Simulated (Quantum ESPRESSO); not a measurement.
**KCl (Sylvite): from Born charge to LO-TO splitting**

How high does the longitudinal optical mode of KCl (Sylvite) lie, given the transverse one, the Born charge and ε∞?

Program: Quantum ESPRESSO 7.5. Level of theory: DFT LDA, scalar-relativistic, plane waves, PseudoDojo norm-conserving pseudopotentials. Results are calculated unless marked as measured.

## (1) The relaxed structure

It takes space group Fm-3m (No. 225, cubic). The conventional cell has a = 6.075 Å, b = 6.075 Å, c = 6.075 Å, α = 90.00°, β = 90.00°, γ = 90.00°. Nearest to K lie 6 Cl at 3.04 Å. Nearest to Cl lie 6 K at 3.04 Å. Farther neighbours and most contacts between anions are not listed.

Structure file:

```cif
data_structure
_symmetry_space_group_name_H-M 'Fm-3m'
_symmetry_Int_Tables_number 225
_cell_length_a 6.0751
_cell_length_b 6.0751
_cell_length_c 6.0751
_cell_angle_alpha 90.000
_cell_angle_beta 90.000
_cell_angle_gamma 90.000
_cell_volume 224.21
loop_
_atom_site_label
_atom_site_type_symbol
_atom_site_symmetry_multiplicity
_atom_site_Wyckoff_symbol
_atom_site_fract_x
_atom_site_fract_y
_atom_site_fract_z
_atom_site_occupancy
K1 K 4 a 0.00000 0.00000 0.00000 1
Cl1 Cl 4 b 0.00000 0.50000 0.00000 1
```

This is the cell after its relaxation at this level of theory, not the database cell from which that began.

## (2) What the response run gave

A linear-response run on the relaxed cell, with the response to an electric field; only its zone-centre results are used. Cutoff 79 Ry, k mesh 8×8×8.

What it wrote:

```text
[banners, grids, parts of the stress and lines that vanish by symmetry left out]
Program PHONON v.7.5
     Reading xml data from directory:

[...]
Exchange-correlation= PW
                           (   1   4   0   0   0   0   0)
[...]
kinetic-energy cut-off    =      79.0000  Ry
     charge density cut-off    =     316.0000  Ry
     convergence threshold     =      1.0E-18
[...]
Exchange-correlation= PW
                           (   1   4   0   0   0   0   0)
[...]
q = (   0.0000000   0.0000000   0.0000000 )
     49 Sym.Ops. (with q -> -q+G )
     G cutoff = 1054.9373  (  35749 G-vectors)     FFT grid: ( 45, 45, 45)
     number of k points=    29
[...]
Mode symmetry, O_h (m-3m)  point group:
[...]
Dielectric constant
[...]
End of electric fields calculation
          Dielectric constant in cartesian axis
          (       2.511617162      -0.000000000       0.000000000 )
          (       0.000000000       2.511617162      -0.000000000 )
          (       0.000000000      -0.000000000       2.511617162 )
          Effective charges (d Force / dE) in cartesian axis without acoustic sum rule applied (asr)
           atom    1  K     Mean Z*:        1.10949
      Ex  (        1.10949        0.00000        0.00000 )
      Ey  (        0.00000        1.10949        0.00000 )
      Ez  (        0.00000        0.00000        1.10949 )
           atom    2  Cl    Mean Z*:       -1.11005
      Ex  (       -1.11005       -0.00000        0.00000 )
      Ey  (       -0.00000       -1.11005        0.00000 )
      Ez  (        0.00000        0.00000       -1.11005 )
          Effective charges Sum: Mean:       -0.00057
[...]
Effective charges (d Force / dE) in cartesian axis with asr applied:
           atom    1  K     Mean Z*:        1.10977
[...]
atom    2  Cl    Mean Z*:       -1.10977
[...]
Representation #   1 modes #   1   2   3
[...]
End of self-consistent calculation
     Convergence has been achieved
     Representation #   2 modes #   4   5   6
[...]
End of self-consistent calculation
     Convergence has been achieved
[...]
Dielectric constant in cartesian axis
          (       2.511617162      -0.000000000       0.000000000 )
          (       0.000000000       2.511617162      -0.000000000 )
          (       0.000000000      -0.000000000       2.511617162 )
          Effective charges (d Force / dE) in cartesian axis without acoustic sum rule applied (asr)
           atom    1  K     Mean Z*:        1.10949
      Ex  (        1.10949        0.00000        0.00000 )
      Ey  (        0.00000        1.10949        0.00000 )
      Ez  (        0.00000        0.00000        1.10949 )
           atom    2  Cl    Mean Z*:       -1.11005
      Ex  (       -1.11005       -0.00000        0.00000 )
      Ey  (       -0.00000       -1.11005        0.00000 )
      Ez  (        0.00000        0.00000       -1.11005 )
          Effective charges Sum: Mean:       -0.00057
[...]
Effective charges (d Force / dE) in cartesian axis with asr applied:
           atom    1  K     Mean Z*:        1.10977
[...]
atom    2  Cl    Mean Z*:       -1.10977
[...]
q = (    0.000000000   0.000000000   0.000000000 )
[...]
freq (    1) =      -0.031576 [THz] =      -1.053254 [cm-1]
     freq (    2) =      -0.031576 [THz] =      -1.053254 [cm-1]
     freq (    3) =      -0.031576 [THz] =      -1.053254 [cm-1]
     freq (    4) =       4.842525 [THz] =     161.529233 [cm-1]
     freq (    5) =       4.842525 [THz] =     161.529233 [cm-1]
     freq (    6) =       4.842525 [THz] =     161.529233 [cm-1]
[...]
Mode symmetry, O_h (m-3m)  point group:
     freq (   1-   3) =         -1.1  [cm-1]   --> T_1u G_15  G_4- I
     freq (   4-   6) =        161.5  [cm-1]   --> T_1u G_15  G_4- I

   JOB DONE.
```

```
                       quantity   value
             cell volume Ω (Å³)  56.052
                  mass of K (u)  39.098
                 mass of Cl (u)  35.450
      Born charge of K, raw (e)   1.109
     Born charge of Cl, raw (e)  -1.110
                             ε∞   2.512
ω(TO) after the sum rule (cm⁻¹)   161.5
```

## (3) The calculation

The charges must sum to zero over the cell; taking off their mean, 0.000 e, leaves Z* = 1.110 e on K. In the polar mode K moves against Cl, so the reduced mass is μ = 39.10 × 35.45 / 74.55 = 18.592 u.

A longitudinal wave builds up a field that adds to the restoring force: ω(LO)² = ω(TO)² + 4π Z*² / (μ Ω ε∞), in Hartree atomic units. With μ = 33892 electron masses and Ω = 378.26 bohr³ the second term is 4.8064e-07 Ha², or 23152 cm⁻² (1 Ha = 219474.6 cm⁻¹).

So ω(LO) = √(26092 + 23152) = 221.9 cm⁻¹, and by the Lyddane-Sachs-Teller relation ε₀ = ε∞ (ω(LO)/ω(TO))² = 4.74.

## (4) Check against the program

The analysis program adds the same non-analytic term to the full matrix, here for q along (1 0 0).

What it wrote:

```text
[banner, memory and clock lines left out]
Program DYNMAT v.7.5

     Reading Dynamical Matrix from file g.dyn
     ...Force constants read
     ...epsilon and Z* read

     Polarizability (A^3 units)
     multiply by 0.664950 for Clausius-Mossotti correction
         6.742552    0.000000    0.000000
        -0.000000    6.742552   -0.000000
         0.000000   -0.000000    6.742552

     IR activities are in (D/A)^2/amu units

# mode   [cm-1]    [THz]      IR
    1     -0.00   -0.0000    0.0000
    2     -0.00   -0.0000    0.0000
    3     -0.00   -0.0000    0.0000
    4    161.53    4.8426    1.5283
    5    161.53    4.8426    1.5283
    6    221.91    6.6528    1.5283
```

ε₀ comes from the program's run without a direction of q.

```
    quantity  by hand  program
ω(LO) (cm⁻¹)    221.9    221.9
          ε₀     4.74     4.74
```

## (5) What came out

```json
{"TO mode": "161.5 cm⁻¹", "LO mode": "221.9 cm⁻¹", "static dielectric constant": "4.740"}
```

**Reading.** The LO mode of KCl (Sylvite) lies at 222 cm⁻¹, 60 cm⁻¹ above the TO mode; the formula meets the program within 0.1 cm⁻¹, as it must for a cubic crystal with one polar mode. ω(LO)² − ω(TO)² goes with Z*²/ε∞: an error of 5 % in ε∞ would move the LO mode by 2.5 cm⁻¹, and semilocal functionals tend to overestimate ε∞. These are harmonic values at zero temperature, at the volume of this functional, for the structure held cubic; stability elsewhere in the zone is no part of this calculation.

[Host names and launcher messages were left out of these logs when they were recorded.]

[Logs are printed without paths, hosts, clocks, repeated set-up lines and the standing remarks that a program may print on its own settings, such as how far it seeks lower states.]

[Hosts, paths, dates, database ids (printed as entryN), source tags and the programs' standing remarks are cut or masked in the printed files.]
